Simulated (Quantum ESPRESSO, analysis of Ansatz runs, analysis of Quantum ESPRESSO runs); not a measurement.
# Reproducing a measured charge-transition level: substitutional N in diamond (Quantum ESPRESSO), part 4 of 4

How near does this set-up come to the measured charge-transition level? Subject: substitutional N in diamond. Set-up: PBE, GBRV 1.5 PBE, 64-site cell, measured lattice, k: the zone centre alone then 2x2x2 shifted, started with the impurity moved along one bond, dielectric constants 5.7 and 5.7 (handbook). The model is a cell of 64 host atoms with 1 C taken out and 1 N put in. The level is the Fermi energy at which two charge states have equal formation energy, after a correction for the images of the charge. The measured lattice removes the functional's error in the volume.

Quantum ESPRESSO 7.5; PBE, GBRV 1.5 PBE, 64-site cell, measured lattice, k: the zone centre alone then 2x2x2 shifted, started with the impurity moved along one bond, dielectric constants 5.7 and 5.7 (handbook).

So far: Starting point; Relaxation, charge +1; Single point, charge +1; Relaxation, charge 0.

## Step 5: Single point, charge 0

This step: Quantum ESPRESSO plane-wave DFT, PBE, GBRV 1.5 PBE potentials; single point of a defect supercell.

pw.in

```
&CONTROL
  calculation = 'scf'
  prefix = 'pwscf'
  outdir = './tmp'
  pseudo_dir = './pseudo'
  tprnfor = .true.
  disk_io = 'low'
/
&SYSTEM
  ibrav = 0
  nat = 64
  ntyp = 2
  ecutwfc = 45
  ecutrho = 360
  nbnd = 133
  occupations = 'smearing'
  smearing = 'fd'
  degauss = 0.00073499
  nspin = 2
  starting_magnetization(1) = 0.125
  starting_magnetization(2) = 0.1
  tot_magnetization = 1
  nosym = .true.
/
&ELECTRONS
  conv_thr = 6d-08
  electron_maxstep = 100
  mixing_beta = 0.3
/
ATOMIC_SPECIES
C     12.0110 c_pbe_v1.2.uspp.F.UPF
N     14.0070 n_pbe_v1.2.uspp.F.UPF
CELL_PARAMETERS angstrom
   7.1334800000    0.0000000000    0.0000000000
   0.0000000000    7.1334800000    0.0000000000
   0.0000000000    0.0000000000    7.1334800000
ATOMIC_POSITIONS crystal
C     -0.0024277550   -0.0022908821    0.2496025859
C     -0.0024566958    0.2498764378   -0.0025489555
[... 1 atom line left out ...]
C      0.2305526400    0.2307191677    0.2304728874
C      0.1229239601    0.1230631807    0.3717287402
[... 2 atom lines left out ...]
N      0.3922837760    0.3924404163    0.3921952066
[... 5 atom lines left out ...]
C      0.1278962561    0.3746722552    0.6237778044
C      0.3745055444    0.1280224112    0.6237643093
[... 5 atom lines left out ...]
C      0.1279105006    0.6240506928    0.3744006157
[... 1 atom line left out ...]
C      0.3745272608    0.6240350859    0.1277740427
[... 3 atom lines left out ...]
C      0.2565660653    0.5031774625    0.5029118788
[... 9 atom lines left out ...]
C      0.6238950076    0.1280464831    0.3743884987
C      0.6239043186    0.3746434892    0.1277807687
[... 3 atom lines left out ...]
C      0.5030047486    0.2567037364    0.5028971575
[... 6 atom lines left out ...]
C      0.5030208462    0.5031433058    0.2564613878
[... 14 atom lines left out ...]
C      0.8751758118    0.8753267573    0.8750923972
K_POINTS automatic
2 2 2 1 1 1
```

pp_potential.in

```
&INPUTPP
  prefix = 'pwscf'
  outdir = './tmp'
  filplot = 'potential.dat'
  plot_num = 11
/
&PLOT
  nfile = 1
  filepp(1) = 'potential.dat'
  iflag = 3
  output_format = 6
  fileout = 'potential.cube'
/
```

The run is started by

```bash
$ OMP_NUM_THREADS=1 mpirun -n 4 pw.x -nk 2 -in pw.in > pw.out
$ OMP_NUM_THREADS=1 mpirun -n 4 pp.x -in pp_potential.in > pp_potential.out
```

Output:

```text
[banner, memory and clock lines left out]
          URL

     bravais-lattice index     =            0
     lattice parameter (alat)  =      13.4803  a.u.
     unit-cell volume          =    2449.6326 (a.u.)^3
     number of atoms/cell      =           64
     number of atomic types    =            2
     number of electrons       =       257.00 (up: 129.00, down: 128.00)
     number of Kohn-Sham states=          133
     kinetic-energy cutoff     =      45.0000  Ry
     charge density cutoff     =     360.0000  Ry
     scf convergence threshold =      6.0E-08
     mixing beta               =       0.3000
     number of iterations used =            8  plain     mixing
     Exchange-correlation= SLA  PW   PBE  PBE
                           (   1   4   3   4   0   0   0)

     celldm(1)=  13.480324  celldm(2)=   0.000000  celldm(3)=   0.000000
     celldm(4)=   0.000000  celldm(5)=   0.000000  celldm(6)=   0.000000

     crystal axes: (cart. coord. in units of alat)
               a(1) = (   1.000000   0.000000   0.000000 )
               a(2) = (   0.000000   1.000000   0.000000 )
               a(3) = (   0.000000   0.000000   1.000000 )

     reciprocal axes: (cart. coord. in units 2 pi/alat)
               b(1) = (  1.000000  0.000000  0.000000 )
               b(2) = (  0.000000  1.000000  0.000000 )
               b(3) = (  0.000000  0.000000  1.000000 )

     PseudoPot. # 1 for C  read from file:
     c_pbe_v1.2.uspp.F.UPF
     Pseudo is Ultrasoft + core correction, Zval =  4.0
     Generated by new atomic code, or converted to UPF format
     Using radial grid of  721 points,  4 beta functions with:
                l(1) =   0
                l(2) =   0
                l(3) =   1
                l(4) =   1
     Q(r) pseudized with  8 coefficients,  rinner =    1.100   1.100   1.100

     PseudoPot. # 2 for N  read from file:
     n_pbe_v1.2.uspp.F.UPF
     Pseudo is Ultrasoft + core correction, Zval =  5.0
     Generated by new atomic code, or converted to UPF format
     Using radial grid of  729 points,  4 beta functions with:
                l(1) =   0
                l(2) =   0
                l(3) =   1
                l(4) =   1
     Q(r) pseudized with  8 coefficients,  rinner =    0.900   0.900   0.900

     atomic species   valence    mass     pseudopotential
     C                 4.00    12.01100     C ( 1.00)
     N                 5.00    14.00700     N ( 1.00)

     Starting magnetic structure
     atomic species   magnetization
     C               0.125
     N               0.100

     No symmetry found

   Cartesian axes

     site n.     atom                  positions (alat units)
         1        C      tau(   1) = (  -0.0024278  -0.0022909   0.2496026  )
         2        C      tau(   2) = (  -0.0024567   0.2498764  -0.0025490  )
         3        C      tau(   3) = (   0.2497151  -0.0023044  -0.0025432  )
         4        C      tau(   4) = (   0.2305526   0.2307192   0.2304729  )
         5        C      tau(   5) = (   0.1229240   0.1230632   0.3717287  )
         6        C      tau(   6) = (   0.1229052   0.3720224   0.1227882  )
         7        C      tau(   7) = (   0.3718550   0.1230590   0.1227831  )
         8        N      tau(   8) = (   0.3922838   0.3924404   0.3921952  )
         9        C      tau(   9) = (   0.0001134   0.0002480   0.7491456  )
        10        C      tau(  10) = (   0.0014885   0.2505353   0.4987237  )
        11        C      tau(  11) = (   0.2503771   0.0016034   0.4986988  )
[...]
60        C      tau(  60) = (   0.7506519   0.7508221   0.7505564  )
        61        C      tau(  61) = (   0.6256402   0.6257794   0.8766719  )
        62        C      tau(  62) = (   0.6256362   0.8769582   0.6255217  )
        63        C      tau(  63) = (   0.8767896   0.6257959   0.6255287  )
        64        C      tau(  64) = (   0.8751758   0.8753268   0.8750924  )

     number of k points=     4  Fermi-Dirac smearing, width (Ry)=  0.0007
                       cart. coord. in units 2pi/alat
        k(    1) = (   0.2500000   0.2500000   0.2500000), wk =   0.2500000
        k(    2) = (   0.2500000   0.2500000  -0.2500000), wk =   0.2500000
        k(    3) = (   0.2500000  -0.2500000   0.2500000), wk =   0.2500000
        k(    4) = (   0.2500000  -0.2500000  -0.2500000), wk =   0.2500000

     Dense  grid:   282545 G-vectors     FFT dimensions: (  81,  81,  81)

     Smooth grid:    99873 G-vectors     FFT dimensions: (  60,  60,  60)

     Generating pointlists ...
     new r_m :   0.0855 (alat units)  1.1523 (a.u.) for type    1
     new r_m :   0.0855 (alat units)  1.1523 (a.u.) for type    2

     Initial potential from superposition of free atoms

     starting charge     256.9974, renormalised to     257.0000
     Starting wfcs are  256 randomized atomic wfcs

     Self-consistent Calculation

     iteration #  1     ecut=    45.00 Ry     beta= 0.30
     Davidson diagonalization with overlap
     ethr =  1.00E-02,  avg # of iterations =  2.0

     total energy              =    -743.34469899 Ry
     estimated scf accuracy    <       3.89072511 Ry

     total magnetization       =     1.00 Bohr mag/cell
     absolute magnetization    =     1.29 Bohr mag/cell

[...]
total energy              =    -743.14288825 Ry
     estimated scf accuracy    <       0.00000237 Ry

     total magnetization       =     1.00 Bohr mag/cell
     absolute magnetization    =     1.12 Bohr mag/cell

     iteration # 11     ecut=    45.00 Ry     beta= 0.30
     Davidson diagonalization with overlap
     ethr =  9.23E-10,  avg # of iterations =  3.6

     total energy              =    -743.14288892 Ry
     estimated scf accuracy    <       0.00000070 Ry

     total magnetization       =     1.00 Bohr mag/cell
     absolute magnetization    =     1.12 Bohr mag/cell

     iteration # 12     ecut=    45.00 Ry     beta= 0.30
     Davidson diagonalization with overlap
     ethr =  2.72E-10,  avg # of iterations =  4.0

     total energy              =    -743.14288933 Ry
     estimated scf accuracy    <       0.00000013 Ry

     total magnetization       =     1.00 Bohr mag/cell
     absolute magnetization    =     1.12 Bohr mag/cell

     iteration # 13     ecut=    45.00 Ry     beta= 0.30
     Davidson diagonalization with overlap
     ethr =  5.04E-11,  avg # of iterations =  3.6

     Magnetic moment per site  (integrated on atomic sphere of radius R)
     atom   1 (R=0.085)  charge=  1.8260  magn=  0.0140
     atom   2 (R=0.085)  charge=  1.8261  magn=  0.0140
     atom   3 (R=0.085)  charge=  1.8260  magn=  0.0140
     atom   4 (R=0.085)  charge=  1.8565  magn=  0.2864
     atom   5 (R=0.085)  charge=  1.8348  magn= -0.0093
     atom   6 (R=0.085)  charge=  1.8351  magn= -0.0093
     atom   7 (R=0.085)  charge=  1.8349  magn= -0.0093
     atom   8 (R=0.085)  charge=  2.9067  magn=  0.1431
     atom   9 (R=0.085)  charge=  1.8205  magn=  0.0005
     atom  10 (R=0.085)  charge=  1.8162  magn=  0.0045
[...]
atom  60 (R=0.085)  charge=  1.8163  magn=  0.0003
     atom  61 (R=0.085)  charge=  1.8219  magn= -0.0001
     atom  62 (R=0.085)  charge=  1.8219  magn= -0.0001
     atom  63 (R=0.085)  charge=  1.8219  magn= -0.0001
     atom  64 (R=0.085)  charge=  1.8173  magn=  0.0001

     End of self-consistent calculation

 ------ SPIN UP ------------

          k = 0.2500 0.2500 0.2500 ( 12479 PWs)   bands (ev):

    -8.0371  -7.1190  -6.5705  -6.5701  -5.9030  -5.4504  -5.4500  -4.8274
    -4.3361  -4.3357  -4.2459  -3.7129  -3.3611  -3.3605  -3.2903  -3.2900
    -3.2332  -2.6299  -2.4515  -2.4513  -1.8263  -1.4398  -1.4394  -1.1618
    -1.1617  -1.1411  -0.5400  -0.4848  -0.4841  -0.3985  -0.3983  -0.3406
     0.6867   0.7316   0.7319   1.5640   1.6972   1.6975   2.0069   2.0070
     2.0456   2.1716   2.1717   2.1750   2.5712   2.6120   2.6121   2.6813
     3.3518   3.3519   3.3713   3.4795   3.5002   3.5005   4.6921   4.6923
     4.8505   4.9035   4.9127   4.9133   5.3573   5.4049   5.4052   5.5252
     5.5607   5.5610   5.7659   5.7661   5.7846   5.9661   5.9663   6.1678
     6.6203   6.6206   6.9203   6.9435   6.9442   6.9685   7.0122   7.0124
[...]
16.0914  17.9931  18.2814  18.2816  18.4816

          k = 0.2500 0.2500-0.2500 ( 12479 PWs)   bands (ev):

[...]
15.8754  18.1499  18.2813  18.3588  18.5010

          k = 0.2500-0.2500 0.2500 ( 12479 PWs)   bands (ev):

[...]
15.8753  18.1497  18.2814  18.3586  18.5009

          k = 0.2500-0.2500-0.2500 ( 12479 PWs)   bands (ev):

[...]
15.8753  18.1498  18.2812  18.3586  18.5008

 ------ SPIN DOWN ----------

          k = 0.2500 0.2500 0.2500 ( 12479 PWs)   bands (ev):

[...]
17.2884  18.0783  18.2896  18.2898  18.4944

          k = 0.2500 0.2500-0.2500 ( 12479 PWs)   bands (ev):

[...]
17.0394  18.1998  18.2891  18.3780  18.5151

          k = 0.2500-0.2500 0.2500 ( 12479 PWs)   bands (ev):

[...]
17.0393  18.1996  18.2892  18.3779  18.5150

          k = 0.2500-0.2500-0.2500 ( 12479 PWs)   bands (ev):

[...]
8.0177   8.0984   8.1744   8.2069   8.3039   8.4090   8.4784   8.4833
     8.7591   8.9137   8.9186   9.0147   9.0245   9.1052   9.1253   9.1489
     9.1926   9.2271   9.2336   9.2647   9.2695   9.2988   9.4692   9.7150
     9.8237   9.9411  10.3383  10.4532  10.5399  10.7500  10.8347  10.9671
    11.1588  11.2735  11.3164  11.4137  11.4912  11.7845  12.6057  12.8485
    17.0393  18.1996  18.2890  18.3779  18.5150

     the spin up/dw Fermi energies are    16.9431   15.2711 ev

!    total energy              =    -743.14288940 Ry
     estimated scf accuracy    <       0.00000004 Ry
     smearing contrib. (-TS)   =       0.00000000 Ry
     internal energy E=F+TS    =    -743.14288940 Ry

     The total energy is F=E-TS. E is the sum of the following terms:
     one-electron contribution =     254.21945312 Ry
     hartree contribution      =      64.50672691 Ry
     xc contribution           =    -237.70766314 Ry
     ewald contribution        =    -824.16140628 Ry

     total magnetization       =     1.00 Bohr mag/cell
     absolute magnetization    =     1.12 Bohr mag/cell

     convergence has been achieved in  13 iterations

     Forces acting on atoms (cartesian axes, Ry/au):

     atom    1 type  1   force =    -0.00145954   -0.00154036    0.00342983
     atom    2 type  1   force =    -0.00127466    0.00346570   -0.00162056
     atom    3 type  1   force =     0.00353703   -0.00133950   -0.00164076
     atom    4 type  1   force =    -0.00478403   -0.00493178   -0.00545941
     atom    5 type  1   force =     0.00002574    0.00007522    0.00024296
     atom    6 type  1   force =     0.00022427   -0.00016077    0.00038293
     atom    7 type  1   force =    -0.00014162    0.00029000    0.00045569
     atom    8 type  2   force =     0.00907810    0.00900993    0.00887761
     atom    9 type  1   force =     0.00013965    0.00021369    0.00042434
     atom   10 type  1   force =     0.00004729   -0.00226710   -0.00029488
[...]
atom   60 type  1   force =     0.00035027    0.00021421    0.00019157
     atom   61 type  1   force =     0.00015758    0.00025055   -0.00049471
     atom   62 type  1   force =     0.00017852   -0.00062548    0.00021579
     atom   63 type  1   force =    -0.00048875    0.00019241    0.00013533
     atom   64 type  1   force =     0.00054918    0.00055071    0.00034018

     Total force =     0.025218     Total SCF correction =     0.000407
```

Run time: 3.5 min. Hardware: 4 MPI ranks of Arm Neoverse V1, shared host; peak memory 1.3 GiB; 14 min of CPU time.

This step gave:

| Quantity | Value |
| --- | --- |
| total moment | 1.000 μB |
| integral of the absolute spin density | 1.124 μB |

## Step 6: Charge-transition levels

Analysis of the runs above: levels from Quantum ESPRESSO plane-wave DFT, PBE, GBRV 1.5 PBE potentials energies with an image-charge correction aligned at atomic sites (own code after Kumagai and Oba).

It gives:

| Item | Value |
| --- | --- |
| gap | 4.151 eV |

## Step 7: Results

| Property | Result |
| --- | --- |
| static dielectric constant used | 5.7 |
| band gap of the host | 4.15 eV |
| (plus 1/0) level below the conduction-band bottom | 1.31 eV |

In words: (+1/0) level below the conduction-band bottom: computed 1.31 eV, measured 1.7 eV; 0.39 eV shallower than the measurement. The level is counted in a gap of 4.15 eV, and the correction is screened by a dielectric constant of 5.7 from a handbook. Levels hang on the band edges, which semilocal functionals place too close together. Limits: the periodic copies of the defect are only 7.1 Å apart.

[Logs are printed without paths, hosts, clocks, repeated set-up lines and the standing remarks that a program may print on its own settings, such as how far it seeks lower states.]

[Hosts, paths, dates, database ids (printed as entryN), source tags and the programs' standing remarks are cut or masked in the printed files.]

[For some hosts the program warned that the k-mesh of the response run may be too coarse for force constants and the static dielectric constant; such warnings are not shown here.]
